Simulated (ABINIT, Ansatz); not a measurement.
## YVO4 (I4_1/amd): G0W0 on several meshes in ABINIT

Aim: the GW shift of YVO4 (I4_1/amd) against the k mesh.

Main program and level: ABINIT 10.8.3; LDA and many-body steps on it, plane waves.

Report form: the programs' logs are mostly left out.

## 1. Starting point

It takes space group I4_1/amd (No. 141, tetragonal). The conventional cell has a = 7.118 Å, b = 7.118 Å, c = 6.289 Å, α = 90.00°, β = 90.00°, γ = 90.00°. Nearest to Y lie 8 O at 2.30 to 2.43 Å. Nearest to V lie 4 O at 1.71 Å. O has 1 V at 1.71 Å and 2 Y at 2.30 to 2.43 Å nearest. Farther neighbours and most contacts between anions are not listed.

The cell and positions come from the Crystallography Open Database and are kept as given unless a step says otherwise.

## 2. Empty states on the mesh, 4×4×4 mesh, 283 bands

This step: ABINIT 10.8.3; DFT, LDA, plane waves, norm-conserving pseudopotentials.

The sums over transitions need many empty states on a uniform mesh; this step solves for them.

Input file run.abi:

```
acell 3*1.0 Angstrom
rprim 
  -3.559150000000 3.559150000000 3.144650000000
  3.559150000000 -3.559150000000 3.144650000000
  3.559150000000 3.559150000000 -3.144650000000
ntypat 3
znucl 39 23 8
natom 12
typat 1 1 2 2 3 3 3 3 3 3 3 3
xred 
  0.750000000000 0.250000000000 0.500000000000
  0.000000000000 0.000000000000 0.000000000000
  0.500000000000 0.500000000000 0.000000000000
  0.250000000000 0.750000000000 0.500000000000
  0.510000000000 0.325800000000 0.184200000000
  0.075800000000 0.391600000000 0.315800000000
  0.141600000000 0.325800000000 0.815800000000
  0.075800000000 0.760000000000 0.684200000000
  0.240000000000 0.924200000000 0.315800000000
  0.674200000000 0.490000000000 0.815800000000
  0.608400000000 0.924200000000 0.684200000000
  0.674200000000 0.858400000000 0.184200000000
pp_dirpath "pseudos"
pseudos "Y.upf, V.upf, O.upf"
ecut 38
ngkpt 4 4 4
nshiftk 1
shiftk 0 0 0
kptopt 1
chksymbreak 0
iscf -2
irdden 1
istwfk *1
nband 283
nbdbuf 24
tolwfr 1e-09
nstep 60
prtvol 0
indata_prefix "in"
outdata_prefix "out"
tmpdata_prefix "tmp"
```

On the command line:

```
$ OMP_NUM_THREADS=1 mpirun -n 8 abinit run.abi > log
```

The job ended after 6 min (8 MPI ranks of Arm Neoverse V2, shared host; peak memory 1.4 GiB; 48 min of CPU time).

Numbers from this step:

| Quantity | Value |
| --- | --- |
| gap | 2.875 eV |
| k of the valence top | 0, 0, 0 |
| k of the conduction bottom | 0, 0, 0 |
| least direct gap | 2.875 eV |
| k points computed | 13 |
| lowest point of the top converged band, above the valence top | 62.4817 eV |

On this mesh the gap is 2.875 eV.

The density comes from a self-consistent run that is not shown.

## 3. Screening, 4×4×4 mesh, 134 bands, screening to 98 eV

The RPA dielectric matrix is built and inverted for each q.

This step: RPA screening on LDA, plane waves, norm-conserving pseudopotentials.

run.abi, as its differences from that of step 2:

```diff
@@ -30,10 +30,11 @@
 chksymbreak 0
-iscf -2
-irdden 1
 istwfk *1
-nband 283
-nbdbuf 24
-tolwfr 1e-09
-nstep 60
-prtvol 0
+occopt 1
+irdwfk 1
+optdriver 3
+nband 134
+ecuteps 3.6
+inclvkb 2
+awtr 1
+symchi 1
 indata_prefix "in"
```

It took 5.1 min on 8 MPI ranks; peak memory 7.1 GiB; 41 min of CPU time.

Numbers from this step:

- ε∞ with local fields, on this mesh, along the program's q direction: 4.030
- the same without local fields: 4.914
- plasma frequency: 28.82 eV
- plane waves in the screening matrix: 349

Local fields lower ε∞ by 18 %.

## 4. 4×4×4

The self-energy is evaluated for the states that the input lists, and the levels follow from it, in one-shot runs by the linearised quasiparticle equation.

This step: G0W0 on LDA, plane waves, norm-conserving pseudopotentials.

run.abi, as its differences from that of step 3:

```diff
@@ -33,8 +33,15 @@
 irdwfk 1
-optdriver 3
+optdriver 4
 nband 134
+gwcalctyp 0
+ecutsigx 38
+symsigma 1
+nkptgw 1
+kptgw 
+  0.0000000000 0.0000000000 0.0000000000
+bdgw 
+  46 50
 ecuteps 3.6
-inclvkb 2
-awtr 1
-symchi 1
+irdscr 1
+ppmodel 1
 indata_prefix "in"
```

Run time: 11 s. Hardware: 8 MPI ranks; peak memory 4.7 GiB.

This step gave:

| Item | Value |
| --- | --- |
| G0W0 gap on the points computed | 5.289 eV |
| starting gap on the mesh | 2.875 eV |
| k of the valence top | 0, 0, 0 |
| k of the conduction bottom | 0, 0, 0 |
| Z at the valence top | 0.77 |
| Z at the conduction bottom | 0.791 |
| least direct G0W0 gap on the computed points | 5.289 eV |

The gap on the mesh goes from 2.87 eV to 5.29 eV, a correction of +2.41 eV.

## 5. Empty states on the mesh, 2×2×2 mesh, 146 bands

This step: DFT, LDA, plane waves, norm-conserving pseudopotentials.

run.abi, as its differences from that of step 4:

```diff
@@ -25,3 +25,3 @@
 ecut 38
-ngkpt 4 4 4
+ngkpt 2 2 2
 nshiftk 1
@@ -30,18 +30,10 @@
 chksymbreak 0
+iscf -2
+irdden 1
 istwfk *1
-occopt 1
-irdwfk 1
-optdriver 4
-nband 134
-gwcalctyp 0
-ecutsigx 38
-symsigma 1
-nkptgw 1
-kptgw 
-  0.0000000000 0.0000000000 0.0000000000
-bdgw 
-  46 50
-ecuteps 3.6
-irdscr 1
-ppmodel 1
+nband 146
+nbdbuf 12
+tolwfr 1e-09
+nstep 60
+prtvol 0
 indata_prefix "in"
```

On the command line:

```
$ OMP_NUM_THREADS=2 mpirun -n 4 abinit run.abi > log
```

Wall time 49 s (4 MPI ranks); peak memory 0.55 GiB; 4.6 min of CPU time.

This step gave:

```
gap                                                           : 2.875 eV
k of the valence top                                          : 0, 0, 0
k of the conduction bottom                                    : 0, 0, 0
least direct gap                                              : 2.875 eV
k points computed                                             : 4
lowest point of the top converged band, above the valence top : 32.30 eV
```

On this mesh the gap is 2.875 eV.

## 6. Screening, 2×2×2 mesh, 134 bands, screening to 98 eV

This step: RPA screening on LDA, plane waves, norm-conserving pseudopotentials.

run.abi, as its differences from that of step 5:

```diff
@@ -30,10 +30,11 @@
 chksymbreak 0
-iscf -2
-irdden 1
 istwfk *1
-nband 146
-nbdbuf 12
-tolwfr 1e-09
-nstep 60
-prtvol 0
+occopt 1
+irdwfk 1
+optdriver 3
+nband 134
+ecuteps 3.6
+inclvkb 2
+awtr 1
+symchi 1
 indata_prefix "in"
```

On the command line:

```
$ OMP_NUM_THREADS=1 mpirun -n 8 abinit run.abi > log
```

Run time: 44 s. Hardware: 8 MPI ranks; peak memory 3.6 GiB; 5.9 min of CPU time.

This step gave:

| Quantity | Value |
| --- | --- |
| ε∞ with local fields, on this mesh, along the program's q direction | 4.057 |
| the same without local fields | 4.944 |
| plasma frequency | 28.82 eV |
| plane waves in the screening matrix | 349 |

## 7. 2×2×2

This step: G0W0 on LDA, plane waves, norm-conserving pseudopotentials.

run.abi, as its differences from that of step 6:

```diff
@@ -33,8 +33,15 @@
 irdwfk 1
-optdriver 3
+optdriver 4
 nband 134
+gwcalctyp 0
+ecutsigx 38
+symsigma 1
+nkptgw 1
+kptgw 
+  0.0000000000 0.0000000000 0.0000000000
+bdgw 
+  46 50
 ecuteps 3.6
-inclvkb 2
-awtr 1
-symchi 1
+irdscr 1
+ppmodel 1
 indata_prefix "in"
```

Wall time 5.7 s (8 MPI ranks); peak memory 1.8 GiB; 44 s of CPU time.

This step gave:

```yaml
g0w0_gap_on_the_points_computed: 5.240 eV
starting_gap_on_the_mesh: 2.875 eV
k_of_the_valence_top: 0, 0, 0
k_of_the_conduction_bottom: 0, 0, 0
z_at_the_valence_top: 0.774
z_at_the_conduction_bottom: 0.798
least_direct_g0w0_gap_on_the_computed_points: 5.240 eV
```

Against G0W0 in ABINIT (4×4×4 mesh, 134 bands, screening to 98 eV, Godby-Needs plasmon pole), the gap moves by −0.049 eV.

## 8. Side by side

Times are wall times on 8 MPI ranks of Arm Neoverse V2, shared host, good to a factor of about two. A run's time includes the screening step that it read.

| run | mesh | bands | screening cutoff (eV) | DFT gap (eV) | gap on the mesh (eV) | direct (eV) | ε∞ used | time |
| --- | --- | --- | --- | --- | --- | --- | --- | --- |
| 4×4×4 | 4×4×4 | 134 | 98 | 2.875 | 5.289 | 5.289 | 4.03 | 5.3 min |
| 2×2×2 | 2×2×2 | 134 | 98 | 2.875 | 5.240 | 5.240 | 4.06 | 50 s |

## 9. Summary of results

```json
{"4×4×4": "5.289 eV", "2×2×2": "5.240 eV", "known limits": "not at the basis limit; no spin polarisation; d states lean on the start; no spin-orbit coupling; coarse k mesh"}
```

2×2×2: −0.049 eV against 4×4×4. Bands and cutoff are finite, so the gap is not at the basis limit. The miss can reach some tenths of an eV and take either sign; the mesh is an error of its own. In the G0W0 runs levels were corrected at 1 k point alone, so a gap called «on the mesh» is the least over those, and an edge elsewhere would be missed. The runs have no spin polarisation. For a closed low-spin shell that is the natural state; where a d or f shell is open it is a constraint, and the gap is then not the crystal's own. With d states at the gap, one-shot GW leans hard on its start. The many-body steps are scalar-relativistic: spin-orbit coupling is not in them.

[Paths, hosts, dates, memory and timing lines, banners, echoed tables and standing remarks are left out of the program output.]

[Logs are printed without paths, hosts, clocks, repeated set-up lines and the standing remarks that a program may print on its own settings, such as how far it seeks lower states.]

[Runs of the session that timed out or met a known fault of the program may be left out.]

[Hosts, paths, dates, database ids (printed as entryN), source tags and the programs' standing remarks are cut or masked in the printed files.]

[G0W0 gaps are taken among the corrected bands and points alone; a level outside them can change the order at an edge.]

[Where Ansatz stands beside ABINIT at settings called matched, ABINIT's density can come from a denser mesh and the files from another edition; pairs whose starting gaps differed by over 0.03 eV were left out, so agreement reads better than it is.]
